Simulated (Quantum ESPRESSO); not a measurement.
## Magnetic state of KMnF3 from several starts

Aim: find out which collinear order of KMnF3 costs least.

Program: Quantum ESPRESSO 7.5. Level of theory: LDA; plane waves with GBRV 1.5 LDA potentials, no spin-orbit coupling. Results are calculated unless marked as measured.

**1. The structure**

It takes space group Pm-3m (No. 221, cubic). Conventional cell: a = 4.189 Å, b = 4.189 Å, c = 4.189 Å, α = 90.00°, β = 90.00°, γ = 90.00°. K has 12 F at 2.96 Å nearest. Nearest to Mn lie 6 F at 2.09 Å. Nearest to F lie 2 Mn at 2.09 Å and 4 K at 2.96 Å. Farther neighbours and most contacts between anions are not listed.

The cell comes from the Crystallography Open Database.

**2. Run 1 (ferro +)**

The signs are those of the starting moments on the seeded atoms, the atoms that are given a moment.

pw.in

```
&CONTROL
  calculation = 'scf'
  prefix = 'pwscf'
  outdir = './tmp'
  pseudo_dir = './pseudo'
  disk_io = 'nowf'
/
&SYSTEM
  ibrav = 0
  nat = 5
  ntyp = 3
  ecutwfc = 40
  ecutrho = 280
  nbnd = 34
  occupations = 'smearing'
  smearing = 'fd'
  degauss = 0.00367493
  nspin = 2
  starting_magnetization(1) = 0
  starting_magnetization(2) = 0.3
  starting_magnetization(3) = 0
/
&ELECTRONS
  conv_thr = 1d-08
  electron_maxstep = 150
  mixing_beta = 0.3
/
ATOMIC_SPECIES
K      39.0983 k_lda_v1.4.uspp.F.UPF
Mn     54.9380 mn_lda_v1.5.uspp.F.UPF
F      18.9984 f_lda_v1.4.uspp.F.UPF
CELL_PARAMETERS angstrom
   4.1893000000    0.0000000000    0.0000000000
   0.0000000000    4.1893000000    0.0000000000
   0.0000000000    0.0000000000    4.1893000000
ATOMIC_POSITIONS crystal
K       0.5000000000    0.5000000000    0.5000000000
Mn      0.0000000000    0.0000000000    0.0000000000
F       0.5000000000    0.0000000000    0.0000000000
F       0.0000000000    0.5000000000    0.0000000000
F       0.0000000000    0.0000000000    0.5000000000
K_POINTS automatic
6 6 6 0 0 0
```

Started as:

```sh
> OMP_NUM_THREADS=1 mpirun -n 4 pw.x -nk 4 -in pw.in > pw.out
```

What it wrote:

```text
Program PWSCF v.7.5 starts

     Message from routine setup:
     using ibrav=0 with symmetry is DISCOURAGED, use correct ibrav instead

     K-points division:     npool     =       4
     Subspace diagonalization in iterative solution of the eigenvalue problem:

     G-vector sticks info
     --------------------
     sticks:   dense  smooth     PW     G-vecs:    dense   smooth      PW
     Sum        1389     793    241                39127    17071    2945

     Using Slab Decomposition

     bravais-lattice index     =            0
     lattice parameter (alat)  =       7.9166  a.u.
     unit-cell volume          =     496.1591 (a.u.)^3
     number of atoms/cell      =            5
     number of atomic types    =            3
     number of electrons       =        45.00
     number of Kohn-Sham states=           34
     kinetic-energy cutoff     =      40.0000  Ry
     charge density cutoff     =     280.0000  Ry
     scf convergence threshold =      1.0E-08
     mixing beta               =       0.3000
     number of iterations used =            8  plain     mixing
     Exchange-correlation=  SLA  PZ   NOGX NOGC
                           (   1   1   0   0   0   0   0)

     celldm(1)=   7.916630  celldm(2)=   0.000000  celldm(3)=   0.000000
     celldm(4)=   0.000000  celldm(5)=   0.000000  celldm(6)=   0.000000

     crystal axes: (cart. coord. in units of alat)
               a(1) = (   1.000000   0.000000   0.000000 )
               a(2) = (   0.000000   1.000000   0.000000 )
               a(3) = (   0.000000   0.000000   1.000000 )

     reciprocal axes: (cart. coord. in units 2 pi/alat)
               b(1) = (  1.000000  0.000000  0.000000 )
               b(2) = (  0.000000  1.000000  0.000000 )
               b(3) = (  0.000000  0.000000  1.000000 )

     PseudoPot. # 1 for K  read from file:
     k_lda_v1.4.uspp.F.UPF
     Pseudo is Ultrasoft + core correction, Zval =  9.0
     Generated by new atomic code, or converted to UPF format
     Using radial grid of  841 points,  6 beta functions with:
                l(1) =   0
                l(2) =   0
                l(3) =   1
                l(4) =   1
                l(5) =   2
                l(6) =   2
     Q(r) pseudized with  6 coefficients,  rinner =    1.500   1.500   1.500
                                                       1.500   1.500

     PseudoPot. # 2 for Mn read from file:
     mn_lda_v1.5.uspp.F.UPF
     Pseudo is Ultrasoft + core correction, Zval = 15.0
     Generated by new atomic code, or converted to UPF format
     Using radial grid of  859 points,  6 beta functions with:
                l(1) =   0
                l(2) =   0
                l(3) =   1
                l(4) =   1
                l(5) =   2
                l(6) =   2
     Q(r) pseudized with  8 coefficients,  rinner =    0.950   0.950   0.950
                                                       0.950   0.950

     PseudoPot. # 3 for F  read from file:
     f_lda_v1.4.uspp.F.UPF
     Pseudo is Ultrasoft, Zval =  7.0
     Generated by new atomic code, or converted to UPF format
     Using radial grid of  799 points,  4 beta functions with:
                l(1) =   0
                l(2) =   0
                l(3) =   1
                l(4) =   1
     Q(r) pseudized with  8 coefficients,  rinner =    0.950   0.950   0.950

     atomic species   valence    mass     pseudopotential
     K                 9.00    39.09830     K ( 1.00)
     Mn               15.00    54.93800     Mn( 1.00)
     F                 7.00    18.99840     F ( 1.00)

     Starting magnetic structure
     atomic species   magnetization
     K               0.000
     Mn              0.300
     F               0.000

     48 Sym. Ops., with inversion, found

   Cartesian axes

     site n.     atom                  positions (alat units)
         1        K      tau(   1) = (   0.5000000   0.5000000   0.5000000  )
         2        Mn     tau(   2) = (   0.0000000   0.0000000   0.0000000  )
         3        F      tau(   3) = (   0.5000000   0.0000000   0.0000000  )
         4        F      tau(   4) = (   0.0000000   0.5000000   0.0000000  )
         5        F      tau(   5) = (   0.0000000   0.0000000   0.5000000  )

     number of k points=    20  Fermi-Dirac smearing, width (Ry)=  0.0037
                       cart. coord. in units 2pi/alat
        k(    1) = (   0.0000000   0.0000000   0.0000000), wk =   0.0046296
        k(    2) = (   0.0000000   0.0000000   0.1666667), wk =   0.0277778
        k(    3) = (   0.0000000   0.0000000   0.3333333), wk =   0.0277778
        k(    4) = (   0.0000000   0.0000000  -0.5000000), wk =   0.0138889
        k(    5) = (   0.0000000   0.1666667   0.1666667), wk =   0.0555556
        [... 15 further k-points ...]

     Dense  grid:    39127 G-vectors     FFT dimensions: (  45,  45,  45)

     Smooth grid:    17071 G-vectors     FFT dimensions: (  32,  32,  32)

     Check: negative core charge=   -0.000025
     Generating pointlists ...
     new r_m :   0.2917 (alat units)  2.3091 (a.u.) for type    1
     new r_m :   0.2063 (alat units)  1.6328 (a.u.) for type    2
     new r_m :   0.2063 (alat units)  1.6328 (a.u.) for type    3

     Initial potential from superposition of free atoms

     starting charge      43.9971, renormalised to      45.0000
     Starting wfcs are   33 randomized atomic wfcs +    1 random wfcs

     Self-consistent Calculation

     iteration #  1     ecut=    40.00 Ry     beta= 0.30
     Davidson diagonalization with overlap
     ethr =  1.00E-02,  avg # of iterations =  6.5

     Threshold (ethr) on eigenvalues was too large:
     Diagonalizing with lowered threshold

     Davidson diagonalization with overlap
     ethr =  9.77E-04,  avg # of iterations =  1.6

     total energy              =    -414.15168257 Ry
     estimated scf accuracy    <       0.45707427 Ry

     total magnetization       =     4.91 Bohr mag/cell
     absolute magnetization    =     4.91 Bohr mag/cell

     iteration #  2     ecut=    40.00 Ry     beta= 0.30
     Davidson diagonalization with overlap
     ethr =  1.02E-03,  avg # of iterations =  2.2

     total energy              =    -414.23816908 Ry
     estimated scf accuracy    <       0.04159027 Ry

     total magnetization       =     5.00 Bohr mag/cell
     absolute magnetization    =     5.00 Bohr mag/cell

     iteration #  3     ecut=    40.00 Ry     beta= 0.30
     Davidson diagonalization with overlap
     ethr =  9.24E-05,  avg # of iterations =  5.2

     negative rho (up, down):  0.000E+00 2.389E-04

     total energy              =    -414.23898394 Ry
     estimated scf accuracy    <       0.01714615 Ry

     total magnetization       =     5.00 Bohr mag/cell
     absolute magnetization    =     5.00 Bohr mag/cell

     [... further iterations left out ...]

     iteration #  8     ecut=    40.00 Ry     beta= 0.30
     Davidson diagonalization with overlap
     ethr =  1.05E-08,  avg # of iterations =  3.1

     negative rho (up, down):  0.000E+00 5.579E-04

     total energy              =    -414.24075387 Ry
     estimated scf accuracy    <       0.00000358 Ry

     total magnetization       =     5.00 Bohr mag/cell
     absolute magnetization    =     5.00 Bohr mag/cell

     iteration #  9     ecut=    40.00 Ry     beta= 0.30
     Davidson diagonalization with overlap
     ethr =  7.97E-09,  avg # of iterations =  2.0

     negative rho (up, down):  0.000E+00 5.564E-04

     total energy              =    -414.24075413 Ry
     estimated scf accuracy    <       0.00000035 Ry

     total magnetization       =     5.00 Bohr mag/cell
     absolute magnetization    =     5.00 Bohr mag/cell

     iteration # 10     ecut=    40.00 Ry     beta= 0.30
     Davidson diagonalization with overlap
     ethr =  7.77E-10,  avg # of iterations =  3.1

     negative rho (up, down):  0.000E+00 5.562E-04

     total energy              =    -414.24075424 Ry
     estimated scf accuracy    <       0.00000011 Ry

     total magnetization       =     5.00 Bohr mag/cell
     absolute magnetization    =     5.00 Bohr mag/cell

     iteration # 11     ecut=    40.00 Ry     beta= 0.30
     Davidson diagonalization with overlap
     ethr =  2.43E-10,  avg # of iterations =  2.2

     negative rho (up, down):  0.000E+00 5.560E-04

     Magnetic moment per site  (integrated on atomic sphere of radius R)
     atom   1 (R=0.292)  charge=  7.6989  magn=  0.0004
     atom   2 (R=0.206)  charge= 12.3426  magn=  4.1351
     atom   3 (R=0.206)  charge=  6.6485  magn=  0.0868
     atom   4 (R=0.206)  charge=  6.6485  magn=  0.0868
     atom   5 (R=0.206)  charge=  6.6485  magn=  0.0868

     End of self-consistent calculation

     [... lines left out ...]
     the Fermi energy is     7.6718 ev

!    total energy              =    -414.24075427 Ry
     estimated scf accuracy    <          1.5E-09 Ry
     smearing contrib. (-TS)   =      -0.00000028 Ry
     internal energy E=F+TS    =    -414.24075399 Ry

     The total energy is F=E-TS. E is the sum of the following terms:
     one-electron contribution =    -248.44465104 Ry
     hartree contribution      =     143.86299337 Ry
     xc contribution           =     -62.87348466 Ry
     ewald contribution        =    -246.78561166 Ry

     total magnetization       =     5.00 Bohr mag/cell
     absolute magnetization    =     5.00 Bohr mag/cell

     convergence has been achieved in  11 iterations

=------------------------------------------------------------------------------=
   JOB DONE.
=------------------------------------------------------------------------------=
```

It took 8.6 s on 4 MPI ranks of Intel Xeon 6975P-C (Granite Rapids), shared host; peak memory 0.48 GiB.

Spin moment in the atom's sphere by atom:

```
atom  spin moment in the atom's sphere (μB)
  K1                                   0.00
 Mn2                                   4.14
  F3                                   0.09
  F4                                   0.09
  F5                                   0.09
```

Numbers from this step:

* smearing term TS: 3.85e-6 eV
* magnetization: 5 μB
* absolute magnetization: 5.004 μB
* final state: ferromagnetic

**3. Start 2: antiferro q=(0,1/2,1/2) +−**

The cell is doubled to 10 atoms to hold this order. The wavevector q is in fractions of the reciprocal vectors of the crystal's primitive cell, as the cells of these inputs are built from it; moments change sign between cells as cos(2π q·R).

pw.in

```
&CONTROL
  calculation = 'scf'
  prefix = 'pwscf'
  outdir = './tmp'
  pseudo_dir = './pseudo'
  disk_io = 'nowf'
/
&SYSTEM
  ibrav = 0
  nat = 10
  ntyp = 4
  ecutwfc = 40
  ecutrho = 280
  nbnd = 59
  occupations = 'smearing'
  smearing = 'fd'
  degauss = 0.00367493
  nspin = 2
  starting_magnetization(1) = 0
  starting_magnetization(2) = 0.3
  starting_magnetization(3) = -0.3
  starting_magnetization(4) = 0
/
&ELECTRONS
  conv_thr = 2d-08
  electron_maxstep = 150
  mixing_beta = 0.3
/
ATOMIC_SPECIES
K      39.0983 k_lda_v1.4.uspp.F.UPF
Mn1    54.9380 mn_lda_v1.5.uspp.F.UPF
Mn2    54.9380 mn_lda_v1.5.uspp.F.UPF
F      18.9984 f_lda_v1.4.uspp.F.UPF
CELL_PARAMETERS angstrom
   4.1893000000    0.0000000000    0.0000000000
   0.0000000000    8.3786000000    0.0000000000
   0.0000000000    4.1893000000    4.1893000000
ATOMIC_POSITIONS crystal
K       0.5000000000    0.0000000000    0.5000000000
K       0.5000000000    0.5000000000    0.5000000000
Mn1     0.0000000000    0.0000000000    0.0000000000
Mn2     0.0000000000    0.5000000000    0.0000000000
F       0.5000000000    0.0000000000    0.0000000000
F       0.5000000000    0.5000000000    0.0000000000
F       0.0000000000    0.2500000000    0.0000000000
F       0.0000000000    0.7500000000    0.0000000000
F       0.0000000000    0.7500000000    0.5000000000
F       0.0000000000    0.2500000000    0.5000000000
K_POINTS automatic
6 3 6 0 0 0
```

What it wrote:

```text
[banner, memory and clock lines left out]
Program PWSCF v.7.5 starts

     Message from routine setup:
     using ibrav=0 with symmetry is DISCOURAGED, use correct ibrav instead

     bravais-lattice index     =            0
     lattice parameter (alat)  =       7.9166  a.u.
     unit-cell volume          =     992.3183 (a.u.)^3
     number of atoms/cell      =           10
     number of atomic types    =            4
     number of electrons       =        90.00
     number of Kohn-Sham states=           59
     kinetic-energy cutoff     =      40.0000  Ry
     charge density cutoff     =     280.0000  Ry
     scf convergence threshold =      2.0E-08
     mixing beta               =       0.3000
     number of iterations used =            8  plain     mixing
     Exchange-correlation=  SLA  PZ   NOGX NOGC
                           (   1   1   0   0   0   0   0)

     celldm(1)=   7.916630  celldm(2)=   0.000000  celldm(3)=   0.000000
     celldm(4)=   0.000000  celldm(5)=   0.000000  celldm(6)=   0.000000

     crystal axes: (cart. coord. in units of alat)
               a(1) = (   1.000000   0.000000   0.000000 )
               a(2) = (   0.000000   2.000000   0.000000 )
               a(3) = (   0.000000   1.000000   1.000000 )

     reciprocal axes: (cart. coord. in units 2 pi/alat)
               b(1) = (  1.000000  0.000000  0.000000 )
               b(2) = (  0.000000  0.500000 -0.500000 )
               b(3) = (  0.000000  0.000000  1.000000 )

     PseudoPot. # 1 for K  read from file:
     k_lda_v1.4.uspp.F.UPF
     Pseudo is Ultrasoft + core correction, Zval =  9.0

     PseudoPot. # 2 for Mn read from file:
     mn_lda_v1.5.uspp.F.UPF
     Pseudo is Ultrasoft + core correction, Zval = 15.0

     PseudoPot. # 3 for Mn read from file:
     mn_lda_v1.5.uspp.F.UPF
     Pseudo is Ultrasoft + core correction, Zval = 15.0

     PseudoPot. # 4 for F  read from file:
     f_lda_v1.4.uspp.F.UPF
     Pseudo is Ultrasoft, Zval =  7.0

     atomic species   valence    mass     pseudopotential
     K                 9.00    39.09830     K ( 1.00)
     Mn1              15.00    54.93800     Mn( 1.00)
     Mn2              15.00    54.93800     Mn( 1.00)
     F                 7.00    18.99840     F ( 1.00)

     Starting magnetic structure
     atomic species   magnetization
     K               0.000
     Mn1             0.300
     Mn2            -0.300
     F               0.000

     16 Sym. Ops., with inversion, found

   Cartesian axes

     site n.     atom                  positions (alat units)
         1        K      tau(   1) = (   0.5000000   0.5000000   0.5000000  )
         2        K      tau(   2) = (   0.5000000   1.5000000   0.5000000  )
         3        Mn1    tau(   3) = (   0.0000000   0.0000000   0.0000000  )
         4        Mn2    tau(   4) = (   0.0000000   1.0000000   0.0000000  )
         5        F      tau(   5) = (   0.5000000   0.0000000   0.0000000  )
         6        F      tau(   6) = (   0.5000000   1.0000000   0.0000000  )
         7        F      tau(   7) = (   0.0000000   0.5000000   0.0000000  )
         8        F      tau(   8) = (   0.0000000   1.5000000   0.0000000  )
         9        F      tau(   9) = (   0.0000000   2.0000000   0.5000000  )
        10        F      tau(  10) = (   0.0000000   1.0000000   0.5000000  )

     number of k points=    24  Fermi-Dirac smearing, width (Ry)=  0.0037
                       cart. coord. in units 2pi/alat
        k(    1) = (   0.0000000   0.0000000   0.0000000), wk =   0.0092593
        k(    2) = (   0.0000000   0.0000000   0.1666667), wk =   0.0370370
        k(    3) = (   0.0000000   0.0000000   0.3333333), wk =   0.0370370
        k(    4) = (   0.0000000   0.0000000  -0.5000000), wk =   0.0092593
        k(    5) = (   0.0000000   0.1666667  -0.1666667), wk =   0.0370370
        [... 19 further k-points ...]

     Dense  grid:    78483 G-vectors     FFT dimensions: (  45,  90,  60)

     Smooth grid:    34035 G-vectors     FFT dimensions: (  32,  64,  45)

     Check: negative core charge=   -0.000025
     Generating pointlists ...
     new r_m :   0.2917 (alat units)  2.3091 (a.u.) for type    1
     new r_m :   0.2063 (alat units)  1.6328 (a.u.) for type    2
     new r_m :   0.2063 (alat units)  1.6328 (a.u.) for type    3
     new r_m :   0.2063 (alat units)  1.6328 (a.u.) for type    4

     Initial potential from superposition of free atoms

     starting charge      87.9943, renormalised to      90.0000
     Starting wfcs are   66 randomized atomic wfcs

     Self-consistent Calculation

     iteration #  1     ecut=    40.00 Ry     beta= 0.30
     Davidson diagonalization with overlap
     ethr =  1.00E-02,  avg # of iterations =  6.8

     Threshold (ethr) on eigenvalues was too large:
     Diagonalizing with lowered threshold

     Davidson diagonalization with overlap
     ethr =  8.58E-04,  avg # of iterations =  2.4

     total energy              =    -828.35193792 Ry
     estimated scf accuracy    <       0.81418683 Ry

     total magnetization       =     0.00 Bohr mag/cell
     absolute magnetization    =     9.41 Bohr mag/cell

     iteration #  2     ecut=    40.00 Ry     beta= 0.30
     Davidson diagonalization with overlap
     ethr =  9.05E-04,  avg # of iterations =  2.5

     total energy              =    -828.48394615 Ry
     estimated scf accuracy    <       0.07889662 Ry

     total magnetization       =    -0.00 Bohr mag/cell
     absolute magnetization    =     9.49 Bohr mag/cell

     [... further iterations left out ...]

     iteration # 10     ecut=    40.00 Ry     beta= 0.30
     Davidson diagonalization with overlap
     ethr =  1.14E-10,  avg # of iterations =  3.9

     negative rho (up, down):  3.958E-04 3.958E-04

     total energy              =    -828.49179100 Ry
     estimated scf accuracy    <       0.00000009 Ry

     total magnetization       =    -0.00 Bohr mag/cell
     absolute magnetization    =     9.55 Bohr mag/cell

     iteration # 11     ecut=    40.00 Ry     beta= 0.30
     Davidson diagonalization with overlap
     ethr =  9.60E-11,  avg # of iterations =  3.1

     negative rho (up, down):  3.956E-04 3.956E-04

     Magnetic moment per site  (integrated on atomic sphere of radius R)
     atom   1 (R=0.292)  charge=  7.6990  magn= -0.0000
     atom   2 (R=0.292)  charge=  7.6990  magn=  0.0000
     atom   3 (R=0.206)  charge= 12.3461  magn=  4.0844
     atom   4 (R=0.206)  charge= 12.3461  magn= -4.0844
     atom   5 (R=0.206)  charge=  6.6474  magn=  0.0812
     atom   6 (R=0.206)  charge=  6.6474  magn= -0.0812
     atom   7 (R=0.206)  charge=  6.6465  magn=  0.0000
     atom   8 (R=0.206)  charge=  6.6465  magn=  0.0000
     atom   9 (R=0.206)  charge=  6.6466  magn=  0.0000
     atom  10 (R=0.206)  charge=  6.6466  magn=  0.0000

     End of self-consistent calculation

     [... lines left out ...]
     the Fermi energy is     7.5680 ev

!    total energy              =    -828.49179103 Ry
     estimated scf accuracy    <          7.1E-09 Ry
     smearing contrib. (-TS)   =      -0.00000000 Ry
     internal energy E=F+TS    =    -828.49179103 Ry

     The total energy is F=E-TS. E is the sum of the following terms:
     one-electron contribution =    -496.94225960 Ry
     hartree contribution      =     287.73863824 Ry
     xc contribution           =    -125.71694634 Ry
     ewald contribution        =    -493.57122332 Ry

     total magnetization       =     0.00 Bohr mag/cell
     absolute magnetization    =     9.55 Bohr mag/cell

     convergence has been achieved in  11 iterations
```

Run time: 46 s. Hardware: 4 MPI ranks; peak memory 0.95 GiB; 3.1 min of CPU time.

Spin moment in the atom's sphere by atom:

```
atom  spin moment in the atom's sphere (μB)
  K1                                   0.00
  K2                                   0.00
 Mn3                                   4.08
 Mn4                                  -4.08
  F5                                   0.08
  F6                                  -0.08
  F7                                   0.00
  F8                                   0.00
  F9                                   0.00
 F10                                   0.00
```

This step gave:

* smearing term TS: 3.61e-8 eV
* magnetization: 0 μB
* absolute magnetization: 9.552 μB
* final state: antiferromagnetic

[end of part 1 of 2]

[Logs and program files are shortened in this print: banners, set-up blocks, solver, clock and traceback lines can be left out without a mark of their own.]

[Logs are printed without paths, hosts, clocks, repeated set-up lines and the standing remarks that a program may print on its own settings, such as how far it seeks lower states.]

[Hosts, paths, dates, database ids (printed as entryN), source tags and the programs' standing remarks are cut or masked in the printed files.]

[Where a cell is said to come from a database of computed structures, the database is the Materials Project.]
